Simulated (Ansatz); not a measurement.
# CsMg4Cu2Ag, from a guessed structure to a relaxed one, part 2 of 2

This structure for CsMg4Cu2Ag is made up. Its elements were placed in a known structure type with a cell scaled to their sizes. What cell does the guess relax to, and how far off was it?

Ansatz 0.2.0; DFT, PBE, plane-wave PAW, files of the set soft_1, scalar-relativistic, ferromagnetic start, cell and ions relaxed at zero pressure; PAW set soft_1 (the session's first sound run).

So far: Starting point; Relaxation of the guess. The relaxed cell has a, b, c = 4.464, 5.713, 18.115 Å (conventional setting).

## 3. Electronic structure of the relaxed cell

With the geometry fixed, one more self-consistent run, with a narrower smearing and the mesh shown in its input, gives the bands, and its pressure, and its forces where symmetry allows any, show how far the geometry depends on these settings.

This step: DFT, PBE, plane-wave PAW, files of the set soft_1, scalar-relativistic, no spin, bands and density of states at the relaxed cell; PAW set soft_1 (Ansatz 0.2.0).

File input.yaml:

```yaml
crystal:
  lattice:
    - [4.4640386841, 0.0, 0.0]
    - [0.0, 2.8562991481, 9.05732926]
    - [0.0, -2.8562991481, 9.05732926]
  atoms:
    - { symbol: Cs, position: [0.0, 0.7809660678, 0.7809660678] }
    - { symbol: Ag, position: [0.5, 0.6063572506, 0.6063572506] }
    - { symbol: Cu, position: [0.5, 0.7492939698, 0.2024199279] }
    - { symbol: Cu, position: [0.5, 0.2024199279, 0.7492939698] }
    - { symbol: Mg, position: [0.5, 0.1371627143, 0.1371627143] }
    - { symbol: Mg, position: [0.0, 0.4199563944, 0.4199563944] }
    - { symbol: Mg, position: [0.0, 0.8134822845, 0.3079613906] }
    - { symbol: Mg, position: [0.0, 0.3079613906, 0.8134822845] }
kpoints:
  mp_grid: { grid: [8, 6, 6] }
  band_path:
    path:
      - [[0.0, 0.0, 0.0], [0.0, 0.27486263, -0.27486263], [0.0, 0.0, -0.5], [-0.5, 0.0, -0.5], [-0.5, 0.27486263, -0.27486263], [-0.5, 0.0, 0.0], [0.0, 0.0, 0.0], [0.0, -0.5, -0.5], [0.0, -0.27486263, -0.72513737], [-0.5, -0.27486263, -0.72513737], [-0.5, -0.5, -0.5], [0.0, -0.5, -0.5]]
      - [[-0.5, 0.0, 0.0], [-0.5, -0.5, -0.5]]
    npoints: 6
scf:
  occupations: { method: fermi_dirac, width: 0.03 }
  n_extra_bands: 12
hamiltonian:
  xc: pbe
  pseudopotentials: { kind: paw, azcp: { folder: soft_1 } }
output:
  forces: true
  stress: true
  write_bands: true
  dos: { projected: true }
  write_density: true
  write_potential: true
  elf: true
  volumetric_format: npy
```

Started as:

```
$ ansatz run input.yaml --threads 4 --pin off --max-ram 10240MiB --backend cpu --events-out ev --progress --plain --runs-dir out
```

Numbers of over 12 decimals in the logs are rounded to 6 here.

Log:

```text
[...]
Crystal: 8 atoms, lattice volume = 230.973 Å³
Basis set: ecut = 420 eV, 4541 PW (Γ), exchange–correlation on 60×128×128 points (8 copies of the dense FFT grid, shifted against one another)
Bands: 65, of which v1, the nominal top of the filled ones, is band 53 counted from 1 (52 counted from 0)
Symmetry: 4 space group operations
[...]
k-points: 65 of 288 (time reversal used)
[...]
SCF iter   1: F=—  HF=-34230.042217 eV  |F-HF|=—  |Δ(HF+E_count)|=         —  Δρ=5.55e-1  dr2=7.49e2  ethr=3.10e-3  ⟨swp⟩=8.3  Hψ=17741  notcnv=0
[...]
SCF iter  15: F=-34205.264720 eV  HF=-34205.264720 eV  |F-HF|=9.30e-9  |Δ(HF+E_count)|=   1.73e-8  Δρ=2.20e-6  dr2=1.02e-8  ethr=9.43e-11  ⟨swp⟩=16.4  Hψ=29227  notcnv=0
SCF 1 converged in 15 iterations: F = -34205.264720 eV  dr2 = 1.02e-8
[...]
NSCF: frozen V_eff on 74 k-points
SCF converged after 15 iterations
Free energy (F): -34205.264720 eV
[...]
Internal energy: -34205.249830 eV  (E = F + TS)
E sigma→0 (E₀):  -34205.257275 eV
Entropy (-TS):   -0.014890 eV (-1.861 meV/atom)
Fermi energy:    5.981315 eV
[...]
--- Forces (eV/Å), atoms counted from 1 ---
  atom   1  Cs     0.00000000     0.00000000    -0.00614567
  atom   2  Ag     0.00000000     0.00000000     0.01910653
  atom   3  Cu     0.00000000    -0.00392338    -0.00702506
  atom   4  Cu     0.00000000     0.00392338    -0.00702506
  atom   5  Mg     0.00000000     0.00000000     0.00210452
  atom   6  Mg     0.00000000     0.00000000    -0.03291454
  atom   7  Mg     0.00000000     0.04075595     0.01594874
  atom   8  Mg     0.00000000    -0.04075595     0.01594874
  max |Σ_I F_I| component: 1.80e-6 eV/Å
--- Stress (GPa, compression-positive) ---
        0.127557       0.000000       0.000000
        0.000000      -0.221535       0.000000
        0.000000       0.000000       0.220373
  P = ⅓ Tr σ = 0.0421 GPa (0.421 kbar)
--- Band table (eV; the first three rows and the last of 65) ---
  k-point 0: bands = [... 49 lower, 4.1773, 4.5371, 4.9097, 6.4715, 6.6329, 6.6537, 7.8740, 8.1914, ... 8 higher]
  k-point 1: bands = [... 49 lower, 4.0351, 4.4955, 5.4475, 6.1132, 6.6277, 7.4550, 7.7610, 8.1818, ... 8 higher]
  k-point 2: bands = [... 49 lower, 3.8787, 4.4893, 5.2424, 6.8132, 7.0689, 7.7182, 8.1086, 8.4500, ... 8 higher]
  k-point 64: bands = [... 49 lower, 4.1058, 4.2627, 5.7880, 6.0347, 6.0597, 6.3049, 6.4872, 6.9879, ... 8 higher]
```

It took 30 s on 4 threads of INTEL XEON PLATINUM 8581C at 2.10GHz (Emerald Rapids), shared host; peak memory 1.4 GiB.

In the SCF lines HF is the Harris–Foulkes energy and dr2 the Hartree energy of the density residual, in eV; the loop may stop once dr2 is under the threshold and the program's other checks hold. Hψ counts applications of the Hamiltonian.

This step gave:

```yaml
free_energy: -34205.2647 eV
energy_at_zero_smearing: -34205.2573 eV
smearing_term_ts: 0.01489 eV
fermi_energy: 5.981 eV
pressure: 0.04213 GPa
```

From bands.tsv, the bands that come nearest the Fermi level along the path, at its corners, in eV from the Fermi level:

| point | band 49 | band 50 | band 51 | band 52 | band 53 | band 54 | band 55 | band 56 |
| --- | --- | --- | --- | --- | --- | --- | --- | --- |
| Γ | -2.04 | -1.80 | -1.44 | -1.07 | 0.49 | 0.65 | 0.67 | 1.89 |
| X | -2.30 | -2.10 | -1.75 | -0.12 | 0.50 | 1.51 | 1.55 | 2.09 |
| S | -2.31 | -2.03 | -1.85 | -0.18 | 0.36 | 1.65 | 1.94 | 2.02 |
| R | -2.28 | -2.10 | -1.92 | -1.16 | -0.84 | -0.74 | -0.31 | 0.79 |
| A | -2.27 | -2.11 | -1.89 | -1.18 | -0.84 | -0.79 | -0.25 | 1.06 |
| Z | -2.04 | -1.98 | -1.44 | -0.18 | 0.02 | 0.02 | 0.31 | 0.40 |
| Γ | -2.04 | -1.80 | -1.44 | -1.07 | 0.49 | 0.65 | 0.67 | 1.89 |
| Y | -2.04 | -1.57 | -1.06 | -0.66 | 0.12 | 0.44 | 0.44 | 1.11 |
| X1 | -2.30 | -2.10 | -1.75 | -0.12 | 0.50 | 1.51 | 1.55 | 2.09 |
| A1 | -2.27 | -2.11 | -1.89 | -1.18 | -0.84 | -0.79 | -0.25 | 1.06 |
| T | -2.04 | -1.88 | -1.72 | -0.19 | 0.05 | 0.08 | 0.32 | 0.51 |
| Y | -2.04 | -1.57 | -1.06 | -0.66 | 0.12 | 0.44 | 0.44 | 1.11 |
| Z | -2.04 | -1.98 | -1.44 | -0.18 | 0.02 | 0.02 | 0.31 | 0.40 |
| T | -2.04 | -1.88 | -1.72 | -0.19 | 0.05 | 0.08 | 0.32 | 0.51 |

Counts of states for the cell as run, both spins, by energy window (eV from the Fermi level):

```csv
from,to,total
-8,-7,0.00
-7,-6,0.87
-6,-5,7.15
-5,-4,4.59
-4,-3,4.24
-3,-2,17.89
-2,-1,3.84
-1,0,3.57
0,1,4.22
1,2,3.26
2,3,4.35
3,4,5.65
```

A further 64.0 states lie below the table's range.

ELF in the bc plane of the cell as run, not the conventional one, at fractional x = 0.500, with atoms of Ag and Cu and Mg within 0.2 Å of it. It is the smooth field of the valence electrons, not physical close to the nuclei.

Ten even steps from '_' (0.01) to '@' (0.76), each cell a mean:
```
--::------::..__..--**##**--____________..::----------
::::::::----==----==**####++::______________..--------
::::....::::--==++++++++++++==::______________..------
::::..::::::::--====------====--::______________..::--
--::::::++--::::----::------------..______________..::
::::::::==@@==::::::::--====--------..______________..
..::::::::==##--..::::::==++**++------::______________
__::--::::::::--::..::::--++####**==----::____________
____::----::::........::::==**@@@@**==----::..________
____..::----::::......::::::==##@@@@**==------..______
______..::----::::::..::::::::==**%%##++----====::____
________..::--------::::::::::::--++****==----==++--..
::..____..::--------------::::::::--==++==----==****++
**==::..__..::----======----::::::::::--------==**####
####++--......::----====----::......::::::::--==++**##
--++##**==::....::----====--::........::::----==++==--
__..::++**==::....::::--------::....::..::::--==++--__
..::....==**++::......::------::::..--==::::::--==--__
..====--..--**++::......::------::::::**%%--::::----..
__----::--..::**++::..__....::----::::::**##::::::--::
::..--::::--..--**++::..____..::----::::::----..::::--
--....--------..--##++::________..::--::::::....::::--
----::__::====::..++##==..________..::::::::::::::::::
------::....::..__--####==..__________..::--::::::::--
```
Columns run along b (9.5 Å), rows up along c (9.5 Å). Atoms in or near the plane, at fractional coordinates: Ag at (0.61, 0.61), Cu at (0.75, 0.20), Cu at (0.20, 0.75), Mg at (0.14, 0.14).

Electrostatic potential energy in the bc plane of the cell as run, not the conventional one, at fractional x = 0.500, with atoms of Ag and Cu and Mg within 0.2 Å of it. With pseudopotentials it is smooth inside the atoms' cores, unlike the true potential.

Ten even steps from '0' (-59 eV) to '9' (10 eV), each cell a mean:
```
999999888999999999999999999
988999999999999999999999999
975689999999999999999999999
974236999999999999999999999
996101589998889999999999999
998500048998667899999999999
999840015998655579999999999
999985102799755557999999999
999999743689965775699999999
999999987789996587579999999
999999999999999656657999999
999999999999999975556899999
999999999999999998656799999
999999999999999999987899999
999999999999999989999999999
999999999999999876789999999
889999999999999973247999998
656899999999999984002799998
611479999999999998300169998
830027999999999999720027999
972002799999999999974004899
997300379999999999998634699
999841268999999999999987789
999987568999999999999999999
```
Columns run along b (9.5 Å; values clipped at the 3rd and 97th percentile), rows up along c (9.5 Å). Atoms in or near the plane, at fractional coordinates: Ag at (0.61, 0.61), Cu at (0.75, 0.20), Cu at (0.20, 0.75), Mg at (0.14, 0.14).

Valence density in the bc plane of the cell as run, not the conventional one, at fractional x = 0.500, with atoms of Ag and Cu and Mg within 0.2 Å of it. It is the smooth field of the valence electrons, not physical close to the nuclei.

Values in e/Å³, 13 rows by 16 columns, each cell a mean:
```
 0  0  0  0  0  0  0  0  0  0  0  0  0  0  0  0
 0  2  2  0  0  0  0  0  0  0  0  0  0  0  0  0
 0  2 19 16  1  0  0  1  0  0  0  0  0  0  0  0
 0  0  4 34 12  1  0  2  5  2  0  0  0  0  0  0
 0  0  0  1  5  1  0  1  6 15  5  0  0  0  0  0
 0  0  0  0  0  0  0  0  1  8 14  4  0  0  0  0
 0  0  0  0  0  0  0  0  0  0  3  4  1  0  0  0
 0  0  0  0  0  0  0  0  0  0  0  0  1  0  0  0
 0  0  0  0  0  0  0  0  0  0  2  1  0  0  0  0
 1  1  0  0  0  0  0  0  0  0  4 21  6  0  0  0
 1 11  8  0  0  0  0  0  0  0  0 12 37  5  0  0
 0  2 15  6  0  0  0  0  0  0  0  0  4  5  1  0
 0  0  0  2  0  0  0  0  0  0  0  0  0  0  0  0
```
Columns run along b (9.5 Å), rows up along c (9.5 Å). Atoms in or near the plane, at fractional coordinates: Ag at (0.61, 0.61), Cu at (0.75, 0.20), Cu at (0.20, 0.75), Mg at (0.14, 0.14).

## 4. Summary of results

| Quantity | Value |
| --- | --- |
| space group, relaxed | Amm2 |
| conventional cell | a = 4.464, b = 5.713, c = 18.115 Å; α = 90.0°, β = 90.0°, γ = 90.0° |
| volume per atom | 28.87 Å³ (guess 27.41) |
| total moment | 0.00 μB in the cell of 8 atoms |

In words: CsMg4Cu2Ag relaxes to Amm2 with a = 4.464, b = 5.713 and c = 18.115 Å. The guessed volume was 5 % too small. The space group Amm2 was held in the relaxation, so the end point is a stationary structure within it and may be a saddle against distortions or other arrangements. The moments died out from this one start and weren't seeded again at the relaxed cell. Bands cross the Fermi level, so it is a metal or semimetal at this level. On the 8×6×6 mesh with the narrower smearing (relaxed on 5×5×5) the largest force component is 0.041 eV/Å and the largest stress component is 0.222 GPa, against the relaxation's thresholds of 0.015 eV/Å and 0.05 GPa. The cutoff wasn't tested. A vector of the cell changed its length by 41 %, so the starting arrangement is largely lost and the mesh was laid for another shape. Spin-orbit coupling is left out, which can matter for elements this heavy. No dispersion term is used, so weakly bound directions may come out too long. Nothing here tests whether the compound is stable against decomposition.

[Logs are printed without paths, hosts, clocks, repeated set-up lines and the standing remarks that a program may print on its own settings, such as how far it seeks lower states.]

[Hosts, paths, dates, database ids (printed as entryN), source tags and the programs' standing remarks are cut or masked in the printed files.]
